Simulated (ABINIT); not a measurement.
# Dielectric function and optical constants of RbCl

Aim: the dielectric function of RbCl, and the optical constants that follow from it. The cell comes from an older database entry, whose edges can differ from later determinations, mostly by under a per cent.

Calculated with ABINIT 10.8.3; DFT, PBE, plane waves with norm-conserving potentials (PseudoDojo), scalar-relativistic, independent-particle linear optical response without local fields.

The database entry behind the starting cell differs from later determinations by our own check (about 0.5 % short), so it need not match the best structure at ambient conditions.

## 1. The starting structure

Symmetry: Fm-3m, No. 225, cubic system. The conventional cell has a = 6.548 Å, b = 6.548 Å, c = 6.548 Å, α = 90.00°, β = 90.00°, γ = 90.00°. Nearest to Rb lie 6 Cl at 3.27 Å. Cl has 6 Rb at 3.27 Å nearest. Farther neighbours and most contacts between anions are not listed.

## 2. Ground state, bands and velocity matrix elements

First the ground state: is it a metal or has it a gap?

This step: DFT, PBE, plane waves with norm-conserving potentials (PseudoDojo), scalar-relativistic, ground state, bands at fixed density and velocity matrix elements (ABINIT 10.8.3).

File run.abi:

```
# ground state, bands on a dense mesh, and the derivatives d/dk of the wave functions
ndtset 3

ngkpt1 6 6 6
shiftk1 0.0 0.0 0.0
tolvrs1 1.0d-12
nband1 12
prtden1 1

iscf2 -2
getden2 1
ngkpt2 9 9 9
shiftk2 0.0 0.0 0.0
kptopt2 1
nband2 40
nbdbuf2 4
tolwfr2 1.0d-14

optdriver3 8
wfk_task3 "wfk_ddk"
prtevk3 1
getwfk3 2
getden3 1
iscf3 -2
ngkpt3 9 9 9
shiftk3 0.0 0.0 0.0
kptopt3 1
nband3 40

nshiftk 1
occopt 3
tsmear 0.001837
ecut 35.0
nstep 80
iomode 3
chksymbreak 0
chkprim 0
chksymtnons 0
acell 3*1.0 Angstrom
rprim
  0.000000000000 3.274000000000 3.274000000000
  3.274000000000 0.000000000000 3.274000000000
  3.274000000000 3.274000000000 0.000000000000
natom 2
ntypat 2
znucl 37 17
typat 1 2
xred
  0.000000000000 0.000000000000 0.000000000000
  0.500000000000 0.500000000000 0.500000000000
pseudos "Rb.upf, Cl.upf"
```

Launch:

```sh
$ mpirun -n 4 abinit run.abi
```

Numbers of over 12 decimals in the logs are rounded to 6 here.

What it wrote:

```text
DATASET    1 : space group Fm -3 m (#225); Bravais cF (face-center cubic)
 DATASET    2 : space group Fm -3 m (#225); Bravais cF (face-center cubic)
 DATASET    3 : space group Fm -3 m (#225); Bravais cF (face-center cubic)
            ngfft          48      48      48
                         0.11111    0.11111    0.05556    0.02778    0.11111    0.05556
                         0.01389    0.11111    0.11111    0.05556
                         0.03292    0.03292    0.03292    0.03292    0.03292    0.03292
                         0.01646    0.00823    0.03292    0.03292    0.03292    0.03292
                         0.01646    0.00823    0.03292    0.03292    0.01646    0.00823
                         0.01646    0.03292    0.06584    0.06584    0.03292    0.06584
                         0.06584    0.03292    0.03292    0.03292    0.03292
                         0.03292    0.03292    0.03292    0.03292    0.03292    0.03292
                         0.01646    0.00823    0.03292    0.03292    0.03292    0.03292
                         0.01646    0.00823    0.03292    0.03292    0.01646    0.00823
                         0.01646    0.03292    0.06584    0.06584    0.03292    0.06584
                         0.06584    0.03292    0.03292    0.03292    0.03292
== DATASET  1 ==================================================================
 Real(R)+Recip(G) space primitive vectors, cartesian coordinates (Bohr,Bohr^-1):
 R(1)=  0.0000000  6.1869633  6.1869633  G(1)= -0.0808151  0.0808151  0.0808151
 R(2)=  6.1869633  0.0000000  6.1869633  G(2)=  0.0808151 -0.0808151  0.0808151
 R(3)=  6.1869633  6.1869633  0.0000000  G(3)=  0.0808151  0.0808151 -0.0808151
 Unit cell volume ucvol=  4.7365554E+02 bohr^3
 Angles (23,13,12)=  6.00000000E+01  6.00000000E+01  6.00000000E+01 degrees
 getcut: wavevector=  0.0000  0.0000  0.0000  ngfft=  48  48  48
     iter   Etot(hartree)      deltaE(h)  residm     vres2
 ETOT  1  -43.588160572477    -4.359E+01 2.682E-02 2.167E+02
 ETOT  2  -43.615674734195    -2.751E-02 1.412E-02 1.890E+01
 ETOT  3  -43.617916753649    -2.242E-03 1.353E-02 1.947E+00
 ETOT  4  -43.617988493464    -7.174E-05 2.456E-03 8.190E-02
 ETOT  5  -43.617989887325    -1.394E-06 6.028E-04 3.229E-03
 ETOT  6  -43.617989958403    -7.108E-08 4.420E-04 2.082E-05
 ETOT  7  -43.617989959613    -1.210E-09 1.987E-04 2.407E-07
 ETOT  8  -43.617989959618    -4.853E-12 1.887E-04 4.870E-09
 ETOT  9  -43.617989959618    -1.279E-13 8.196E-05 4.497E-11
 ETOT 10  -43.617989959618     4.263E-14 7.793E-05 7.701E-13
 At SCF step   10       vres2   =  7.70E-13 < tolvrs=  1.00E-12 =>converged.
 Cartesian components of stress tensor (hartree/bohr^3)
  sigma(1 1)= -3.90995925E-05  sigma(3 2)=  0.00000000E+00
  sigma(2 2)= -3.90995925E-05  sigma(3 1)=  0.00000000E+00
  sigma(3 3)= -3.90995925E-05  sigma(2 1)=  0.00000000E+00
 Mean square residual over all n,k,spin=   13.178E-07; max=  77.931E-06
 Fermi (or HOMO) energy (hartree) =   0.04892   Average Vxc (hartree)=  -0.27770
 Eigenvalues (hartree) for nkpt=  16  k points:
 kpt#   1, nband= 12, wtk=  0.00463, kpt=  0.0000  0.0000  0.0000 (reduced coord)
  -0.92769   -0.49100   -0.34130   -0.34130   -0.34130   -0.04958   -0.04958   -0.04958
   0.13597    0.24428    0.24428    0.24428
   2.00000    2.00000    2.00000    2.00000    2.00000    2.00000    2.00000    2.00000
   0.00000    0.00000    0.00000    0.00000
kinetic             :  1.28916163780934E+01
hartree             :  7.83360246824889E+00
xc                  : -1.16027177420464E+01
Ewald energy        : -2.96324049971406E+01
psp_core            :  1.47220822244402E+00
local_psp           : -2.56938040814711E+01
non_local_psp       :  1.11350979225371E+00
internal            : -4.36179899596182E+01
'-kT*entropy'       :  1.25295289562740E-15
total_energy        : -4.36179899596182E+01
total_energy_eV     : -1.18690597206449E+03
 Cartesian components of stress tensor (hartree/bohr^3)
  sigma(1 1)= -3.90995925E-05  sigma(3 2)=  0.00000000E+00
  sigma(2 2)= -3.90995925E-05  sigma(3 1)=  0.00000000E+00
  sigma(3 3)= -3.90995925E-05  sigma(2 1)=  0.00000000E+00
-Cartesian components of stress tensor (GPa)         [Pressure=  1.1503E+00 GPa]
== DATASET  2 ==================================================================
 Real(R)+Recip(G) space primitive vectors, cartesian coordinates (Bohr,Bohr^-1):
 R(1)=  0.0000000  6.1869633  6.1869633  G(1)= -0.0808151  0.0808151  0.0808151
 R(2)=  6.1869633  0.0000000  6.1869633  G(2)=  0.0808151 -0.0808151  0.0808151
 R(3)=  6.1869633  6.1869633  0.0000000  G(3)=  0.0808151  0.0808151 -0.0808151
 Unit cell volume ucvol=  4.7365554E+02 bohr^3
 Angles (23,13,12)=  6.00000000E+01  6.00000000E+01  6.00000000E+01 degrees
 getcut: wavevector=  0.0000  0.0000  0.0000  ngfft=  48  48  48
 Mean square residual over all n,k,spin=   51.456E-16; max=  99.975E-16
 Eigenvalues (hartree) for nkpt=  35  k points:
 kpt#   1, nband= 40, wtk=  0.00137, kpt=  0.0000  0.0000  0.0000 (reduced coord)
  -0.92769   -0.49100   -0.34130   -0.34130   -0.34130   -0.04958   -0.04958   -0.04958
   0.13597    0.24428    0.24428    0.24428    0.28032    0.28032    0.39644    0.57017
   0.57017    0.57017    0.62628    0.62628    0.62628    0.67488    0.67488    0.67910
   0.67910    0.67910    0.79070    0.85040    0.85040    0.88224    0.88224    0.88224
   0.89264    0.89264    0.89264    0.99860    1.19360    1.19360    1.19360    1.23722
== DATASET  3 ==================================================================
            ngfft          48      48      48
                         0.11111    0.11111    0.05556    0.02778    0.11111    0.05556
                         0.01389    0.11111    0.11111    0.05556
                         0.03292    0.03292    0.03292    0.03292    0.03292    0.03292
                         0.01646    0.00823    0.03292    0.03292    0.03292    0.03292
                         0.01646    0.00823    0.03292    0.03292    0.01646    0.00823
                         0.01646    0.03292    0.06584    0.06584    0.03292    0.06584
                         0.06584    0.03292    0.03292    0.03292    0.03292
                         0.03292    0.03292    0.03292    0.03292    0.03292    0.03292
                         0.01646    0.00823    0.03292    0.03292    0.03292    0.03292
                         0.01646    0.00823    0.03292    0.03292    0.01646    0.00823
                         0.01646    0.03292    0.06584    0.06584    0.03292    0.06584
                         0.06584    0.03292    0.03292    0.03292    0.03292
[shortened to cell, iterations, levels, energies and stress; the echo of variables, forces, comments, warnings and credits are left out]
```

Wall time 51 s (4 MPI ranks of Arm Neoverse V2, shared host); peak memory 0.12 GiB.

This step gave:

- total energy: -43.62 Ha
- gap on the k-mesh: 5.049 eV
- direct gap on the mesh: 5.049 eV

There is a gap, 5.05 eV on this mesh (points off the mesh can give less), so no carriers' term is needed.

## 3. Optical response

The spectrum is a sum over vertical transitions between filled and empty bands at the fixed density, so many empty bands are needed.

This step: DFT, PBE, plane waves with norm-conserving potentials (PseudoDojo), scalar-relativistic, independent-particle linear optical response without local fields (ABINIT 10.8.3).

File optic.abi:

```
&FILES
 ddkfile_1 = 'runo_DS3_1_EVK.nc',
 ddkfile_2 = 'runo_DS3_2_EVK.nc',
 ddkfile_3 = 'runo_DS3_3_EVK.nc',
 wfkfile = 'runo_DS2_WFK.nc'
/
&PARAMETERS
 broadening = 0.001837,
 domega = 0.0020212,
 maxomega = 0.80849,
 scissor = 0.0,
 tolerance = 0.002,
 nband_sum = 36
/
&COMPUTATIONS
 num_lin_comp = 1,
 lin_comp = 11,
 num_nonlin_comp = 0,
 num_linel_comp = 0,
 num_nonlin2_comp = 0
/
```

Launch:

```sh
$ optic optic.abi
```

What it wrote:

```text

 OPTIC has originally been developed by
 S. Sharma, J. K. Dewhurst and C. Ambrosch-Draxl, Phys. Rev. B 67, 165332 (2003), and
 S. Sharma and C. Ambrosch-Draxl, Physica Scripta T 109 (2004).

 rprimd(bohr)      =   0.00000   6.18696   6.18696
                       6.18696   0.00000   6.18696
                       6.18696   6.18696   0.00000
 natom             =       2
 nkpt,mband        =      35      40
 ecut              =  35.00000 Ha
 newocc: new Fermi energy is       0.012571 , with nelect=     16.000000, Number of bisection calls: 4
 Fermi level: 0.3421  (eV)

 fermie            =   0.01257 Ha   0.34208 eV
 Scissor shift     =   0.00000 Ha
 Tolerance on closeness to singularities     =   0.00200 Ha
 Smearing factor      =   0.00184 Ha
 Will use the antiresonant approximation (meaning that the antiresonant terms are neglected)
 Will not perform the bands decomposition
 linear coeffs to be calculated :
 11
 non-linear coeffs to be calculated :

 electronic part of electro-optic coeffs to be calculated :

 non-linear coeffs (V2) to be calculated :

 linear optic matrix elements will be printed :0
 optic : Call pmat2cart
 No scissor shift to be applied. Returning to main optic routine.
 optic : Call linopt
  linopt            1           1
 calculated the component:           1           1   of dielectric function
  with broadening:         (0.000000,1.83700000000000009E-003)
 and scissors shift:   0.000000
 energy window:   54.811792      eV   2.014296      Ha
 optic : Call nlinopt
 optic : Call linelop
 optic : Call nonlinopt

================================================================================

 Calculation completed.
-
program: optic
version: 10.8.3
start_datetime:
end_datetime:
overall_cpu_time:           0.1
overall_wall_time:           0.1
mpi_procs: 1
omp_threads: 1
...
```

Run time: 0.67 s. Hardware: 1 thread; peak memory 0.05 GiB.

This step gave:

| Quantity | Value |
| --- | --- |
| electronic dielectric constant ε∞, mean over x, y and z (by symmetry where fewer were run) | 2.606 |

The Im ε, E ∥ x has structure finer than the step of the table below, so its rows give means over 0.5 eV, whole bins alone (the curve runs from 0.0550 to 21.9 eV). Peaks (eV: height): 7.86: 4.48, 9.46: 2.93, 9.84: 4.93, 10.01: 5.01, 10.56: 4.18, 15.29: 3.65, 17.82: 3.40.

Sum at mesh points, not converged in k; values under the direct gap are tails of Lorentzian lines. The Im ε, E ∥ x by photon energy; means over each step:

| photon energy (eV) | Im ε, E ∥ x |
| --- | --- |
| 0.5 | 8.5e-4 |
| 1.0 | 0.00175 |
| 1.5 | 0.00274 |
| 2.0 | 0.00388 |
| 2.5 | 0.00527 |
| 3.0 | 0.00708 |
| 3.5 | 0.00962 |
| 4.0 | 0.0137 |
| 4.5 | 0.0222 |
| 5.0 | 0.0930 |
| 5.5 | 0.436 |
| 6.0 | 0.771 |
| 6.5 | 1.26 |
| 7.0 | 1.82 |
| 7.5 | 2.54 |
| 8.0 | 3.21 |
| 8.5 | 1.83 |
| 9.0 | 1.18 |
| 9.5 | 2.38 |
| 10.0 | 4.08 |
| 10.5 | 3.34 |
| 11.0 | 2.15 |
| 11.5 | 1.02 |
| 12.0 | 0.796 |
| 12.5 | 0.932 |
| 13.0 | 0.896 |
| 13.5 | 1.11 |
| 14.0 | 0.879 |
| 14.5 | 1.09 |
| 15.0 | 2.57 |
| 15.5 | 3.34 |
| 16.0 | 2.09 |
| 16.5 | 1.42 |
| 17.0 | 1.13 |
| 17.5 | 2.20 |
| 18.0 | 2.55 |
| 18.5 | 1.92 |
| 19.0 | 1.36 |
| 19.5 | 1.48 |
| 20.0 | 1.67 |
| 20.5 | 0.804 |
| 21.0 | 0.590 |
| 21.5 | 0.899 |

The reflectivity at normal incidence, E ∥ x has structure finer than the step of the table below, so its rows give means over 1 eV, whole bins alone (the curve runs from 0.0550 to 21.9 eV). Peaks (eV: height): 10.0: 25.3, 10.6: 28.6, 11.2: 28.4, 18.5: 28.6, 18.8: 27.5, 20.5: 42.9, 20.7: 38.5.

Sum at mesh points, not converged in k. Reflectivity at normal incidence, E ∥ x against photon energy; means over each step:

photon energy (eV), reflectivity at normal incidence, E ∥ x (%) and a bar from the least value:
```
        1        5.6 ##
        2        5.8 ##
        3        6.3 ###
        4        7.1 ####
        5        9.1 #######
        6       10.9 #########
        7       14.0 #############
        8       15.2 ###############
        9        9.1 #######
       10       19.6 ####################
       11       22.6 ########################
       12        4.7 #
       13        4.0 
       14        5.2 ##
       15       13.6 #############
       16       19.1 ####################
       17        8.4 ######
       18       20.1 #####################
       19       19.8 #####################
       20       27.1 ##############################
       21       24.2 ##########################
```

The loss function −Im 1/ε at q → 0, E ∥ x has structure finer than the step of the table below, so its rows give means over 0.5 eV, whole bins alone (the curve runs from 0.0550 to 21.9 eV). Peaks (eV: height): 8.58: 0.380, 11.44: 1.25, 16.77: 0.958, 19.25: 0.935, 21.01: 2.16.

Sum at mesh points, not converged in k; values under the direct gap are tails of Lorentzian lines. Table of loss function −Im 1/ε at q → 0, E ∥ x by energy loss; means over each step:

| energy loss (eV) | loss function −Im 1/ε at q → 0, E ∥ x |
| --- | --- |
| 0.5 | 1.3e-4 |
| 1.0 | 2.5e-4 |
| 1.5 | 3.9e-4 |
| 2.0 | 5.4e-4 |
| 2.5 | 7.1e-4 |
| 3.0 | 9.1e-4 |
| 3.5 | 0.00117 |
| 4.0 | 0.00153 |
| 4.5 | 0.00222 |
| 5.0 | 0.00760 |
| 5.5 | 0.0331 |
| 6.0 | 0.0496 |
| 6.5 | 0.0651 |
| 7.0 | 0.102 |
| 7.5 | 0.129 |
| 8.0 | 0.213 |
| 8.5 | 0.308 |
| 9.0 | 0.148 |
| 9.5 | 0.120 |
| 10.0 | 0.213 |
| 10.5 | 0.275 |
| 11.0 | 0.463 |
| 11.5 | 0.857 |
| 12.0 | 0.584 |
| 12.5 | 0.368 |
| 13.0 | 0.334 |
| 13.5 | 0.274 |
| 14.0 | 0.276 |
| 14.5 | 0.148 |
| 15.0 | 0.186 |
| 15.5 | 0.272 |
| 16.0 | 0.493 |
| 16.5 | 0.653 |
| 17.0 | 0.481 |
| 17.5 | 0.308 |
| 18.0 | 0.396 |
| 18.5 | 0.522 |
| 19.0 | 0.734 |
| 19.5 | 0.668 |
| 20.0 | 0.542 |
| 20.5 | 0.862 |
| 21.0 | 1.59 |
| 21.5 | 0.949 |

At chosen wavelengths:

| wavelength (nm) | n | k | R (%) | 1/α |
| --- | --- | --- | --- | --- |
| 1550 | 1.62 | 0.000 | 5.6 | 288 µm |
| 532 | 1.65 | 0.001 | 5.9 | 29 µm |
| 450 | 1.66 | 0.002 | 6.1 | 19 µm |
| 405 | 1.67 | 0.002 | 6.3 | 15 µm |
| 365 | 1.69 | 0.003 | 6.5 | 11 µm |
| 308 | 1.73 | 0.004 | 7.1 | 6.1 µm |
| 193 | 2.05 | 0.144 | 12.1 | 107 nm |

Below the direct gap, k and the depth come from the tails of the Lorentzian lines, not from transitions.

Rows near the edge hang on the gap, which this functional as a rule makes too small, and phonon-assisted absorption is left out.

## 4. Results

```yaml
electronic_dielectric_constant_eps_infinity_mean_over_x_y_and_z_by_symmetry_where_fewer_were_run_independent_particles: 2.61
```

In words: At this level (PBE, independent particles) RbCl has ε∞ = 2.61 and n = 1.62 at 1550 nm. On the mesh the gap is 5.05 eV and the least direct gap 5.05 eV. Excitons and phonon-assisted transitions are missing, and so are local fields; PBE gaps are as a rule too small, which pulls the onset down and ε∞ up. The sum runs over mesh points 0.18 Å⁻¹ apart with no interpolation, so peaks are partly noise of the mesh and static values carry its error. Besides steps told in other documents, this task had 1 run with a known fault of program or setting; those not told in a step above aren't shown.

[Logs are printed without paths, hosts, clocks, repeated set-up lines and the standing remarks that a program may print on its own settings, such as how far it seeks lower states.]

[Hosts, paths, dates, database ids (printed as entryN), source tags and the programs' standing remarks are cut or masked in the printed files.]
